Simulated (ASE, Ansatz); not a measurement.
# Random rutile alloy of IrO2 and SiO2 (96 atoms): a single point, part 2 of 2

Aim: energy, forces, charges and density of states of random rutile alloy of IrO2 and SiO2 (96 atoms) at a fixed geometry.

Ansatz 0.2.0; Kohn-Sham DFT, PBE, PAW (set soft_2), plane waves.

The cell: 4 Si, 64 O and 28 Ir. The host structure and its lattice constant were typed by rule, without a check against the phase diagram. The main run has no spin polarisation. Spin–orbit coupling is left out.

So far. Step 2 (Plane-wave single point): Electrostatic potential energy in the ab plane at fractional z = 0.001, with atoms of Si and O and Ir within 0.2 Å of it. With pseudopotentials it is smooth inside the atoms' cores, unlike the true potential.

## 2. Plane-wave single point (continued)

Valence density in the ab plane at fractional z = 0.001, with atoms of Si and O and Ir within 0.2 Å of it. It is the smooth field of the valence electrons, not physical close to the nuclei.

Ten even steps from '0' (0.0 e/Å³) to '9' (8.9 e/Å³), each cell a mean:
```
0000000000169840000000000
0000000011124310000001100
0000000145200000000035410
0000000267300000000047510
0000000134100000000023200
0000000000000000000000000
0002310000000001321000000
0026730000000003762000000
0015630000000003651000000
0001200000012101210000000
0000000000268620000000000
0000000000389940000000000
0000000000158730000000000
0000000121123310000011100
0000000364100000000145310
0000000476100000000157410
0000000132000000000023200
0000000000000000000000000
0001100000000000110000000
0025410000000003541000000
0036620000000014751000000
0013310000012112420000000
0000000000147521000000000
0000000000279940000000000
```
Columns run along a (8.9 Å), rows up along b (8.9 Å). Atoms in or near the plane, at fractional coordinates: Si at (0.02, 0.02), O at (0.15, 0.14), O at (0.34, 0.36), Si at (0.00, 0.49), O at (0.16, 0.66), O at (0.35, 0.85), Ir at (0.50, 0.00), O at (0.65, 0.14), O at (0.84, 0.35), Ir at (0.49, 0.51), O at (0.66, 0.66), O at (0.85, 0.85).

Mean Löwdin charges: Ir +1.43, O -0.65, Si +1.43 e (they miss 0.48 % of the electrons, so they add up to more than the cell's charge). Within 0.4 eV of the Fermi level the largest share is Ir d (57 % of the projected weight).

## 3. Structure statistics

Bonds and neighbours are counted at the geometry of the runs.

Density 11.0 g/cm³, 10.25 Å³ an atom.

g(r), total and by pair (bins of 0.2 Å):

```
r (Å)  total   O-O  O-Ir  O-Si  Ir-Ir  Ir-Si  Si-Si
 1.60   0.06  0.00  0.00  1.12   0.00   0.00   0.00
 1.80   1.28  0.00  2.97  2.25   0.00   0.00   0.00
 2.00   2.60  0.00  5.97  5.04   0.00   0.00   0.00
 2.20   0.36  0.07  0.66  1.32   0.00   0.00   0.00
 2.40   0.33  0.73  0.00  0.00   0.00   0.00   0.00
 2.60   0.95  2.13  0.00  0.00   0.00   0.00   0.00
 2.80   1.83  4.12  0.00  0.00   0.00   0.00   0.00
 3.00   0.71  1.24  0.00  0.00   1.62   0.81   0.00
 3.20   0.90  1.25  0.47  0.28   0.89   2.44   4.56
 3.40   1.25  0.37  1.59  1.86   3.56   2.36   4.05
 3.60   1.14  0.06  1.45  1.29   4.23   4.92   0.00
 3.80   0.67  0.47  0.97  1.16   0.14   0.24   0.00
 4.00   1.14  0.64  1.95  1.71   0.00   0.00   0.00
 4.20   0.47  0.20  0.80  0.88   0.17   0.19   2.74
 4.40   1.19  1.44  0.83  0.94   1.67   1.26   0.00
 4.60   1.44  1.21  1.85  1.81   0.67   0.66   2.24
 4.80   1.17  1.58  1.07  0.87   0.00   0.00   0.00
 5.00   0.53  1.06  0.10  0.31   0.00   0.00   0.00
 5.20   0.98  1.52  0.60  0.67   0.36   0.25   0.00
 5.40   1.44  1.32  1.24  1.31   2.62   2.75   1.66
 5.60   1.40  1.27  1.16  0.97   2.80   3.37   1.57
 5.80   0.71  0.52  0.90  1.09   0.57   0.53   0.00
 6.00   0.63  0.11  1.31  1.02   0.08   0.19   0.00
 6.20   0.43  0.53  0.13  0.36   1.12   1.17   0.00
 6.40   0.86  1.20  0.59  0.63   0.56   0.69   0.00
 6.60   1.21  0.89  1.85  1.50   0.07   0.08   0.00
 6.80   1.01  1.02  1.21  1.16   0.19   0.15   2.07
 7.00   1.66  1.90  1.38  1.41   1.83   1.70   1.97
```

Bonds by pair of elements; cutoffs follow the first minimum of g(r), held within bounds set by covalent radii, and pairs that aren't listed don't count as bonded:

```
pair A-B  cutoff (Å)  bonds  mean length (Å)  spread (Å)  shortest (Å)  B about A  A about B
    O-Ir        2.58    168             1.96       0.101          1.70       2.62          6
    O-Si        2.16     23             1.95        0.13          1.63      0.359       5.75
```

The cutoff for O-Si falls short of the minimum of g(r), so counts run low and odd coordinations can be artefacts.

How many atoms have how many bonded neighbours:

```
element  mean  2   3  5   6
     Ir     6  0   0  0  28
      O  2.98  1  63  0   0
     Si  5.75  0   0  1   3
```

Bond angles (no mean is given where the spread exceeds 20°):

```
  angle  count  mean (°)  spread (°)
 O-Ir-O    420         -           -
Ir-O-Ir    146       120        12.5
 O-Si-O     55         -           -
Ir-O-Si     42       120        12.2
Si-O-Si      2       123         1.2
```

Bond length by coordination (bonds to H left out):

```
element  coordination  atoms  mean bond length (Å)
      O             2      1                  1.85
      O             3     63                  1.96
     Si             5      1                  1.90
     Si             6      3                  1.96
```

Rings of the network by King's shortest-path rule, up to 12 atoms, one path for each pair of neighbours; H, halogens, alkali and alkaline-earth atoms are left out, and the last column divides by all other atoms, bonded or not:

```
ring size (atoms)  rings  per network atom
                4     31             0.323
                6    124              1.29
                8     95              0.99
```

First main peaks of g(r), for some of the pairs, lie near 2.74 Å (O-O), 1.94 Å (O-Ir) and 1.94 Å (O-Si). Rings of 6 atoms are the most common (50 % of those counted); sizes run from 4 to 8.

The surroundings of Ir61, which bears the longest force, nearest first, numbered as they follow in the input and with coordinates relative to it.

```
atom      x      y      z  distance (Å)  bonds  Löwdin charge (e)     Fx     Fy  Fz (eV/Å)
Ir61   0.00   0.00   0.00          0.00      6               1.58   1.43  -8.78       3.95
 O12  -0.80   0.61  -1.41          1.73      3              -0.59  -3.23   3.53      -6.70
 O63   1.29   1.16   0.01          1.74      3              -0.65   5.07   5.35       1.63
 O18  -0.86   0.68   1.54          1.89      3              -0.62   1.82  -1.84       2.21
 O40  -1.32  -1.44  -0.09          1.95      3              -0.63   0.54   0.00       4.58
 O83   0.90  -0.90  -1.49          1.96      3              -0.67   2.58  -2.58       0.07
 O89   1.03  -0.97   1.61          2.14      3              -0.68  -1.37   0.19      -0.42
Ir55   0.08  -0.21  -3.08          3.09      6               1.46  -1.59   1.47       3.52
Ir67   0.09  -0.29   3.17          3.19      6               1.28  -1.58   1.72      -0.41
```

The column of bonds counts only the pairs O-Ir within 2.58 Å, O-Si within 2.16 Å; other neighbours, such as metal atoms beside each other in a compound, aren't counted, and periodic images can show an atom twice.

## 4. Summary of results

| Item | Value |
| --- | --- |
| free energy per atom | -3885.0035 eV/atom |
| density | 11.01 g/cm³ |
| pressure | 20.1 GPa |
| r.m.s. force component | 2.57 eV/Å |
| wall time of the 1 DFT run | 56 s |

In words: 16 levels are partly filled, by over 2 % (on the run's k-points): no clear gap opens at this level.

**Limits.** The geometry was built by rule, was displaced at random and isn't relaxed at this level: its force components are 2.6 eV/Å r.m.s. The stress is far from hydrostatic: its diagonal is 18.8, 18.4, 23.1 GPa, compression counted positive. The pressure of 20 GPa belongs to a cell and atoms that aren't relaxed at this level.

[Logs are printed without paths, hosts, clocks, repeated set-up lines and the standing remarks that a program may print on its own settings, such as how far it seeks lower states.]

[Hosts, paths, dates, database ids (printed as entryN), source tags and the programs' standing remarks are cut or masked in the printed files.]
